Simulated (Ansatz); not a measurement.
# HfSi (model cell, started as wurtzite): phonons and vibrational spectra, part 2 of 2

How does HfSi (model cell, started as wurtzite) vibrate, and is this structure a minimum?

Ansatz 0.2.0; DFT PBEsol, scalar-relativistic, plane waves, PAW.

So far. Step 4 (Tight relaxation): The forces vanish by symmetry and the pressure is 0.000 GPa, within the tolerances set. The cell now holds 23.23 Å³/atom. Within 0.01 Å the structure now has space group P6_3/mmc, not the P6_3mc of the start. Step 5 (Zone-centre response): Before it was imposed, the acoustic sum rule was missed by 1.8e-5 eV/Å². Small misses are needed for a sound result but don't prove that mesh and cutoff are converged. The relaxed cell has a = 4.545, c = 5.194 Å (conventional setting).

The structure was built from a prototype and need not be the compound's stable phase.

**6. Phonons on a q mesh**

Stability and thermal properties need the whole zone. Linear response on a 2×2×2 q mesh gives force constants as far as a supercell of that size would.

Contents of input.yaml:

```yaml
crystal:
  lattice:
    - [4.5453468299, 0.0, 0.0]
    - [-2.2726734149, 3.9363858237, 0.0]
    - [0.0, 0.0, 5.1942624612]
  atoms:
    - { symbol: Hf, position: [0.3333333333, 0.6666666667, -0.0625] }
    - { symbol: Hf, position: [0.6666666667, 0.3333333333, 0.4375] }
    - { symbol: Si, position: [0.3333333333, 0.6666666667, 0.4375] }
    - { symbol: Si, position: [0.6666666667, 0.3333333333, 0.9375] }
kpoints:
  mp_grid: { grid: [10, 10, 8] }
hamiltonian:
  xc: pbesol
scf:
  occupations: { method: methfessel_paxton, width: 0.15 }
output:
  eigenvalues: true
phonons:
  method: dfpt
  qmesh: [2, 2, 2]
  temperatures: { t_max: 1000, t_step: 50 }
  qpath:
    path:
      - [[0.0, 0.0, 0.0], [0.5, 0.0, 0.0], [0.33333333, 0.33333333, 0.0], [0.0, 0.0, 0.0], [0.0, 0.0, 0.5], [0.5, 0.0, 0.5], [0.33333333, 0.33333333, 0.5], [0.0, 0.0, 0.5]]
      - [[0.5, 0.0, 0.5], [0.5, 0.0, 0.0]]
      - [[0.33333333, 0.33333333, 0.5], [0.33333333, 0.33333333, 0.0]]
    npoints: 10
```

Run with:

```bash
> ansatz run input.yaml --threads 4 --pin off --max-ram 7168MiB --backend cpu --events-out ev --progress --plain --runs-dir out
```

Numbers of over 12 decimals in the logs are rounded to 6 here.

Output:

```text
Warning: phonons: the dynamical matrix that this run interpolates holds no multipole term above the dipole-dipole one, and a site of this crystal is no centre of inversion, so its interpolated transverse optical and acoustic branches and sound speeds can stay off near Gamma, and the density of states and the thermodynamics with them. What a run solves at a wave vector of phonons.qpoints, Gamma apart, where the deck admits one, is free of this, and under fd what a larger phonons.supercell samples
[...]
Crystal: 4 atoms, lattice volume = 92.937 Å³
Basis set: ecut = 420 eV, 1823 PW (Γ), exchange–correlation on 64×64×80 points (8 copies of the dense FFT grid, shifted against one another)
Bands: 36, of which v1, the nominal top of the filled ones, is band 30 counted from 1 (29 counted from 0)
Symmetry: 24 space group operations
k-points: 70 of 800
[...]
SCF iter   1: F=—  HF=-32439.571840 eV  |F-HF|=—  |Δ(HF+E_count)|=         —  Δρ=4.79e-3  dr2=2.62e-2  ethr=1.77e-3  ⟨swp⟩=5.2  Hψ=8887  notcnv=0
[...]
SCF iter  11: F=-32439.563709 eV  HF=-32439.563709 eV  |F-HF|=1.09e-11  |Δ(HF+E_count)|=  3.64e-11  S|Δr|=    0.00e0  Δρ=6.03e-8  dr2=3.20e-12  ethr=1.00e-12  ⟨swp⟩=9.1  Hψ=12302  notcnv=0
SCF 1 converged in 11 iterations: F = -32439.563709 eV  dr2 = 3.20e-12
[...]
SCF iter   1: F=—  HF=-32439.563708 eV  |F-HF|=—  |Δ(HF+E_count)|=         —  Δρ=2.57e-7  dr2=5.84e-11  ethr=4.54e-8  ⟨swp⟩=3.9  Hψ=16551  notcnv=0
eigensolver tolerance schedule: the retry pair's looser diagonalisation over-reported the residual by 466432.91 of it (diagonalisation noise at an unbounded share of the residual, at the tolerance the schedule requests for it); recorded, not acted on — ethr = c·dr2/N_el stays at c = 1.0e-1
[...]
SCF iter   2: F=—  HF=-32439.563709 eV  |F-HF|=—  |Δ(HF+E_count)|=   9.67e-7  S|Δr|=    0.00e0  Δρ=1.06e-7  dr2=6.74e-12  ethr=1.00e-12  ⟨swp⟩=3.8  Hψ=12047  notcnv=0
SCF iter   3: F=-32439.563709 eV  HF=-32439.563709 eV  |F-HF|=7.28e-12  |Δ(HF+E_count)|=  7.28e-12  S|Δr|=    0.00e0  Δρ=7.60e-8  dr2=3.71e-12  ethr=1.00e-12  ⟨swp⟩=1.0  Hψ=5320  notcnv=0
SCF 2 converged in 3 iterations: F = -32439.563709 eV  dr2 = 3.71e-12
phonons: the bands overlap, so this run is a metal and interpolates without the dipole-dipole term. If the crystal is really an insulator or semiconductor, its LO-TO splitting is missing
NSCF: frozen V_eff on 70 k-points
[...]
DFPT response loops at q = (0, 0, 0) (fractional): preconditioner auto → Kerker (q_TF=auto, 2.536 Å⁻¹) (partly filled bands, converged f_vac=0.057); β = 1.00, the filter's whole step (`scf.mixing.beta` (0.50) is not read by the response loops under this deck's `scf.mixing.preconditioner`; to damp them name `kerker` or `kerker_dos`, under which they read `scf.mixing.beta`, and type it under 1.00, their step now; both keys bind the ground state too); Broyden in place of MSR1
[...]
SCF converged after 11 iterations
[...]
Free energy (F): -32439.563709 eV
[...]
Internal energy: -32439.563900 eV  (E = F + TS)
E sigma→0 (E₀):  -32439.563756 eV
Entropy (-TS):   0.000191 eV (0.048 meV/atom)
Fermi energy:    11.214698 eV
[...]
--- Band table (eV; the first three rows and the last of 70) ---
  k-point 0: bands = [... 26 lower, 9.5081, 9.8142, 9.8142, 11.5745, 11.5745, 12.5067, 14.0805, 14.2718, ... 2 higher]
  k-point 1: bands = [... 26 lower, 9.4614, 9.6886, 9.6886, 11.8361, 11.8361, 12.0436, 14.1731, 14.5063, ... 2 higher]
  k-point 2: bands = [... 26 lower, 9.3543, 9.4622, 9.4622, 11.0095, 12.4591, 12.4591, 14.2864, 14.7714, ... 2 higher]
  k-point 69: bands = [... 26 lower, 9.2765, 9.2765, 10.3426, 10.3426, 12.0930, 12.0930, 14.3002, 14.3002, ... 2 higher]
--- Phonons (Γ-DFPT): 4 representative perturbations + reference (Σ response iterations 12) ---
  ASR residual: 1.886e-5 → 0.000e0 eV/Å²; symmetrization residual: 7.806e-6 eV/Å²
  ASR residual per site (eV/Å²): 1.89e-5 1.89e-5 1.27e-5 1.27e-5
[...]
--- Phonons (arbitrary-q DFPT): 4 irreducible q on the 2×2×2 mesh ---
  q = [0.0000, 0.0000, 0.0000] (star 1, of the zone-centre solve; hermiticity 1.24e-6, symmetrization 7.84e-11): -0.00 -0.00 0.00 80.26 94.19 94.19 318.32 318.32 322.11 322.11 349.77 390.83
  q = [0.0000, 0.0000, -0.5000] (star 1, 4 solved perturbations in 450 linear systems a pass and spin channel, the states on 155 of 800 k-point pairs; hermiticity 1.47e-7, symmetrization 1.49e-9): 57.94 57.94 57.94 57.94 148.16 148.16 317.40 317.40 317.40 317.40 361.70 361.70
  q = [0.0000, -0.5000, 0.0000] (star 3, 6 solved perturbations on 155 of 800 k-point pairs; hermiticity 6.20e-6, symmetrization 2.97e-6): 11.78 52.75 70.94 90.72 116.25 121.95 313.08 321.83 322.25 325.49 377.07 377.85
[...]
sum rule: each row above includes the acoustic sum rule's correction from the zone centre's row sums; it moved no ω² by more than (0.35 cm⁻¹)²
  mesh force constants: q→R imaginary residual 3.06e-17; ASR residual 1.886e-5 → 0.000e0 eV/Å²; symmetrization residual 1.243e-14 eV/Å²
  interpolated dispersion: 93 rows × 12 modes
  density of states and harmonic sums: on the 16×16×12 q-mesh, interpolated from the force constants of a 2×2×2 supercell (no non-analytic term)
  largest difference from the sums on the solved wave vectors: F 6.63e-2 eV, S 9.85e-5 and C_V 3.22e-5 eV/K
  zero-point energy: 0.158845 eV/cell   skipped modes (ω ≤ 0): 3   left out of the sums: 8.14e-5 of the cell's modes: C_V's classical limit lies that fraction below 3 k_B per atom; for a crystal, a wire or a layer, F and S can be off by more, and a phonons.interpolated_qmesh denser along its periods is the remedy for the sampling
```

It took 5.4 min on 4 threads of Arm Neoverse V1, shared host; peak memory 1.6 GiB.

This step gave:

- sum-rule residual before enforcement: 1.89e-5 eV/Å²
- lowest frequency on the path: 0 cm⁻¹
- highest frequency on the path or at a solved wavevector: 390.8 cm⁻¹
- mean frequency: 213.5 cm⁻¹
- Debye temperature (second moment): 461 K
- logarithmic mean frequency: 164.6 cm⁻¹
- lowest mode on the q mesh (acoustic modes at Γ apart): 11.78 cm⁻¹
- zero-point energy per atom: 39.71 meV
- heat capacity at 300 K: 22.33 J/(mol atoms K)
- vibrational entropy at 300 K: 32.22 J/(mol atoms K)
- edges of the widest gap between branches, on path and mesh: 157.6, 306 cm⁻¹

Frequencies (cm⁻¹) solved at each irreducible wavevector; negative means imaginary. Frequencies by wavevector, by row:

| q in reciprocal lattice units | star | mode 1 | mode 2 | mode 3 | mode 4 | mode 10 | mode 11 | mode 12 |
| --- | --- | --- | --- | --- | --- | --- | --- | --- |
| 0 0 0 | 1 | 0 | 0 | 0 | 80.3 | 322.1 | 349.8 | 390.8 |
| 0 0 -0.5 | 1 | 57.9 | 57.9 | 57.9 | 57.9 | 317.4 | 361.7 | 361.7 |
| 0 -0.5 0 | 3 | 11.8 | 52.8 | 70.9 | 90.7 | 325.5 | 377.1 | 377.9 |
| 0 -0.5 -0.5 | 3 | 59.8 | 59.8 | 116.4 | 116.4 | 323.6 | 364.4 | 364.4 |

Interpolated from a 2×2×2 q mesh. Phonon branches along the path, in cm⁻¹:

| point | branch 1 | branch 2 | branch 3 | branch 4 | branch 9 | branch 10 | branch 11 | branch 12 |
| --- | --- | --- | --- | --- | --- | --- | --- | --- |
| Γ | 0 | 0 | 0 | 80 | 322 | 322 | 350 | 391 |
| halfway | 7 | 34 | 78 | 78 | 322 | 324 | 362 | 386 |
| M | 12 | 53 | 71 | 91 | 322 | 326 | 377 | 378 |
| halfway | 26 | 56 | 69 | 89 | 326 | 329 | 377 | 378 |
| K | 33 | 63 | 63 | 88 | 327 | 331 | 378 | 378 |
| halfway | 17 | 38 | 76 | 85 | 324 | 325 | 364 | 385 |
| Γ | 0 | 0 | 0 | 80 | 322 | 322 | 350 | 391 |
| halfway | 27 | 27 | 84 | 84 | 320 | 320 | 352 | 380 |
| A | 58 | 58 | 58 | 58 | 317 | 317 | 362 | 362 |
| halfway | 59 | 59 | 91 | 91 | 320 | 320 | 363 | 363 |
| L | 60 | 60 | 116 | 116 | 324 | 324 | 364 | 364 |
| halfway | 62 | 62 | 120 | 120 | 326 | 326 | 364 | 364 |
| H | 63 | 63 | 124 | 124 | 328 | 328 | 364 | 364 |
| halfway | 60 | 60 | 98 | 98 | 322 | 322 | 363 | 363 |
| A | 58 | 58 | 58 | 58 | 317 | 317 | 362 | 362 |
| jump to L | 60 | 60 | 116 | 116 | 324 | 324 | 364 | 364 |
| halfway | 32 | 82 | 105 | 113 | 322 | 325 | 371 | 372 |
| M | 12 | 53 | 71 | 91 | 322 | 326 | 377 | 378 |
| jump to H | 63 | 63 | 124 | 124 | 328 | 328 | 364 | 364 |
| halfway | 43 | 81 | 112 | 112 | 327 | 330 | 372 | 372 |
| K | 33 | 63 | 63 | 88 | 327 | 331 | 378 | 378 |

Tetrahedra on a 16×16×12 mesh, mean over bins of 5 cm-1. Interpolated from a 2×2×2 q mesh. Table of phonon density of states by wavenumber; read off at these points:

| wavenumber (cm⁻¹) | phonon density of states (1/cm⁻¹/cell) |
| --- | --- |
| 2 | 7.5e-4 |
| 18 | 0.0182 |
| 28 | 0.0251 |
| 42 | 0.0256 |
| 58 | 0.0339 |
| 68 | 0.0362 |
| 82 | 0.0732 |
| 98 | 0.0471 |
| 112 | 0.0681 |
| 118 | 0.0814 |
| 122 | 0.0674 |
| 138 | 0.0229 |
| 152 | 0.0457 |
| 162 | 0 |
| 178 | 0 |
| 192 | 0 |
| 202 | 0 |
| 218 | 0 |
| 232 | 0 |
| 242 | 0 |
| 258 | 0 |
| 272 | 0 |
| 282 | 0 |
| 298 | 0 |
| 312 | 0.196 |
| 322 | 0.228 |
| 328 | 0.146 |
| 338 | 0 |
| 352 | 0.00886 |
| 368 | 0.102 |
| 378 | 0.0605 |
| 392 | 4.3e-4 |

The partial phonon density of states has structure finer than the step of the table below, so its rows give means over 10 cm⁻¹, whole bins alone (the curve runs from -10 to 413 cm⁻¹). Peaks (cm⁻¹: height): Hf 88.3: 0.0733, 117.6: 0.0770, 146.8: 0.0359, 324.9: 0.0237; Si 322.2: 0.188, 364.7: 0.0941.

Phonopy on the run's constants, 15x15x11 mesh, Gaussian sigma 3.0 cm-1. Interpolated from a 2×2×2 q mesh. Partial phonon density of states against wavenumber; means over each step; values in 1/cm⁻¹/cell:

| wavenumber (cm⁻¹) | Hf | Si |
| --- | --- | --- |
| 0 | 0.00101 | 1.6e-4 |
| 10 | 0.00816 | 0.00136 |
| 20 | 0.0169 | 0.00284 |
| 30 | 0.0217 | 0.00356 |
| 40 | 0.0229 | 0.00355 |
| 50 | 0.0254 | 0.00370 |
| 60 | 0.0296 | 0.00402 |
| 70 | 0.0363 | 0.00448 |
| 80 | 0.0565 | 0.00619 |
| 90 | 0.0616 | 0.00584 |
| 100 | 0.0432 | 0.00315 |
| 110 | 0.0593 | 0.00275 |
| 120 | 0.0683 | 0.00175 |
| 130 | 0.0350 | 0.00116 |
| 140 | 0.0224 | 6.4e-4 |
| 150 | 0.0346 | 4.1e-4 |
| 160 | 0.0114 | 4.6e-5 |
| 170 | 3.7e-5 | 0 |
| 180 | 0 | 0 |
| 190 | 0 | 0 |
| 200 | 0 | 0 |
| 210 | 0 | 0 |
| 220 | 0 | 0 |
| 230 | 0 | 0 |
| 240 | 0 | 0 |
| 250 | 0 | 0 |
| 260 | 0 | 0 |
| 270 | 0 | 0 |
| 280 | 0 | 0 |
| 290 | 0 | 1.0e-6 |
| 300 | 8.5e-5 | 0.00510 |
| 310 | 0.00442 | 0.108 |
| 320 | 0.0183 | 0.180 |
| 330 | 0.00946 | 0.0738 |
| 340 | 1.1e-4 | 9.9e-4 |
| 350 | 6.1e-4 | 0.00597 |
| 360 | 0.00241 | 0.0515 |
| 370 | 0.00490 | 0.0787 |
| 380 | 0.00439 | 0.0417 |
| 390 | 9.8e-4 | 0.00866 |
| 400 | 1.5e-5 | 1.3e-4 |

Harmonic thermodynamic functions per atom, from the density of states. Interpolated from a 2×2×2 q mesh. Thermodynamic functions, by row:

| T (K) | F_vib (meV/atom) | S (J/mol-atom/K) | C_V (J/mol-atom/K) |
| --- | --- | --- | --- |
| 0 | 39.71 | 0 | 0 |
| 50 | 38.68 | 5.204 | 7.364 |
| 100 | 34.14 | 12.16 | 13.06 |
| 200 | 15.32 | 23.64 | 19.8 |
| 300 | -13.84 | 32.22 | 22.33 |
| 400 | -50.79 | 38.81 | 23.39 |
| 500 | -93.84 | 44.09 | 23.93 |
| 600 | -141.9 | 48.49 | 24.23 |
| 700 | -194.1 | 52.24 | 24.41 |
| 800 | -250 | 55.5 | 24.53 |
| 900 | -309.1 | 58.4 | 24.62 |
| 1000 | -370.9 | 61 | 24.68 |

Harmonic mean-square displacement, third of the trace. Interpolated from a 2×2×2 q mesh. Mean square displacements, by row:

| T (K) | Hf1 U_eq (Å²) | Hf2 U_eq (Å²) | Si3 U_eq (Å²) | Si4 U_eq (Å²) |
| --- | --- | --- | --- | --- |
| 0 | 0.00133 | 0.00133 | 0.00261 | 0.00261 |
| 100 | 0.00697 | 0.00697 | 0.00822 | 0.00822 |
| 300 | 0.02033 | 0.02033 | 0.02183 | 0.02183 |
| 600 | 0.04055 | 0.04055 | 0.04296 | 0.04296 |

Symmetry leaves 4 wavevectors to solve. The lowest mode among them, the acoustic zeros apart, lies at q = (0, -0.5, 0) and is real, 11.8 cm⁻¹.

**7. Another isotope, element Hf, natural mass 178.486 amu**

An isotope changes the mass and not the force constants, so no new electronic calculation is needed; the shifts show which modes move this element.

The same force constants with the mass of Hf changed from 178.486 to 173.940 u (phonopy, no LO-TO term). Both lists are sorted by frequency; levels can cross, so a row need not hold one and the same mode. Modes under 3 cm⁻¹ are left out. Isotope shifts, by row, the first 40 of 45 rows:

| q | rank | natural mass (cm⁻¹) | changed mass (cm⁻¹) |
| --- | --- | --- | --- |
| 0 0 0 | 4 | 80.26 | 81.19 |
| 0 0 0 | 5 | 94.19 | 95.32 |
| 0 0 0 | 6 | 94.19 | 95.32 |
| 0 0 0 | 7 | 318.3 | 318.7 |
| 0 0 0 | 8 | 318.3 | 318.7 |
| 0 0 0 | 9 | 322.1 | 322.7 |
| 0 0 0 | 10 | 322.1 | 322.7 |
| 0 0 0 | 11 | 349.8 | 350.4 |
| 0 0 0 | 12 | 390.8 | 391.4 |
| 0 0 -0.5 | 1 | 57.94 | 58.61 |
| 0 0 -0.5 | 2 | 57.94 | 58.61 |
| 0 0 -0.5 | 3 | 57.94 | 58.61 |
| 0 0 -0.5 | 4 | 57.94 | 58.61 |
| 0 0 -0.5 | 5 | 148.2 | 150.1 |
| 0 0 -0.5 | 6 | 148.2 | 150.1 |
| 0 0 -0.5 | 7 | 317.4 | 317.9 |
| 0 0 -0.5 | 8 | 317.4 | 317.9 |
| 0 0 -0.5 | 9 | 317.4 | 317.9 |
| 0 0 -0.5 | 10 | 317.4 | 317.9 |
| 0 0 -0.5 | 11 | 361.7 | 361.7 |
| 0 0 -0.5 | 12 | 361.7 | 361.7 |
| 0 -0.5 0 | 1 | 11.78 | 11.91 |
| 0 -0.5 0 | 2 | 52.75 | 53.35 |
| 0 -0.5 0 | 3 | 70.94 | 71.75 |
| 0 -0.5 0 | 4 | 90.72 | 91.8 |
| 0 -0.5 0 | 5 | 116.2 | 117.7 |
| 0 -0.5 0 | 6 | 122 | 123.5 |
| 0 -0.5 0 | 7 | 313.1 | 313.2 |
| 0 -0.5 0 | 8 | 321.8 | 321.9 |
| 0 -0.5 0 | 9 | 322.2 | 322.6 |
| 0 -0.5 0 | 10 | 325.5 | 326.1 |
| 0 -0.5 0 | 11 | 377.1 | 377.7 |
| 0 -0.5 0 | 12 | 377.9 | 378.4 |
| 0 -0.5 -0.5 | 1 | 59.84 | 60.52 |
| 0 -0.5 -0.5 | 2 | 59.84 | 60.52 |
| 0 -0.5 -0.5 | 3 | 116.4 | 117.8 |
| 0 -0.5 -0.5 | 4 | 116.4 | 117.8 |
| 0 -0.5 -0.5 | 5 | 156.3 | 158.3 |
| 0 -0.5 -0.5 | 6 | 156.3 | 158.3 |
| 0 -0.5 -0.5 | 7 | 311.7 | 311.8 |

A mode of this element alone would shift by +1.30 %. The highest zone-centre frequency without the field goes from 390.8 to 391.4 cm⁻¹ (+0.1 %). The product of the frequency ratios over all optical modes at Γ is 1.045; the product rule, (m/m′)^(3k/2) (M′/M)^(3/2) with k = 2 such atoms and M the mass of the cell, gives 1.045.

**8. Another isotope, element Si, natural mass 28.085 amu**

The same for Si, from 28.09 to 29.97 u.

A mode of this element alone would shift by -3.20 %. The highest zone-centre frequency without the field goes from 390.8 to 379.6 cm⁻¹ (-2.9 %). The product of the frequency ratios over all optical modes at Γ is 0.834; the product rule, (m/m′)^(3k/2) (M′/M)^(3/2) with k = 2 such atoms and M the mass of the cell, gives 0.834.

**9. Summary of results**

| Property | Result |
| --- | --- |
| space group after relaxation (within 0.01 Å) | P6_3/mmc |
| volume per atom | 23.2 Å³ |
| electronic character | no gap on this mesh |
| highest optical mode at the zone centre (no LO-TO term) | 391 cm⁻¹ |
| lowest optical zone-centre mode | 80.3 cm⁻¹ |
| lowest mode on the q mesh (acoustic modes at Γ apart) | 11.8 cm⁻¹ |
| highest frequency on the path or at a solved wavevector | 391 cm⁻¹ |
| zero-point energy per atom | 39.7 meV |
| heat capacity at 300 K | 22.3 J/(mol atoms K) |
| vibrational entropy at 300 K | 32.2 J/(mol atoms K) |
| Debye temperature (second moment) | 461 K |
| imaginary modes on the 2×2×2 q mesh | none |

What this shows: The structure is a minimum as far as tested: no mode is imaginary at the 4 irreducible wavevectors of the 2×2×2 mesh, and the softest away from the acoustic zeros lies at 12 cm⁻¹. The optical modes at Γ span 80 to 391 cm⁻¹. The highest mode in this list at Γ, 390.8 cm⁻¹, is mostly motion of Si (90 % of the kinetic energy). On the path and the mesh, the widest gap between branches runs from 158 to 306 cm⁻¹. The relaxed cell left the space group of the starting entry, even within 0.1 Å, so it may not be the phase that the entry, or a measurement on it, describes. With no gap, or one that is small against the smearing, the frequencies hang on the k mesh and the smearing, most of all near Kohn anomalies. Spin-orbit coupling is left out, which can matter for the heavy elements here. The starting cell was built on a prototype and not taken from a measurement, so the phase need not exist. These are harmonic frequencies at zero temperature: anharmonic shifts, linewidths and thermal expansion are left out.

[Logs are printed without paths, hosts, clocks, repeated set-up lines and the standing remarks that a program may print on its own settings, such as how far it seeks lower states.]

[Hosts, paths, dates, database ids (printed as entryN), source tags and the programs' standing remarks are cut or masked in the printed files.]
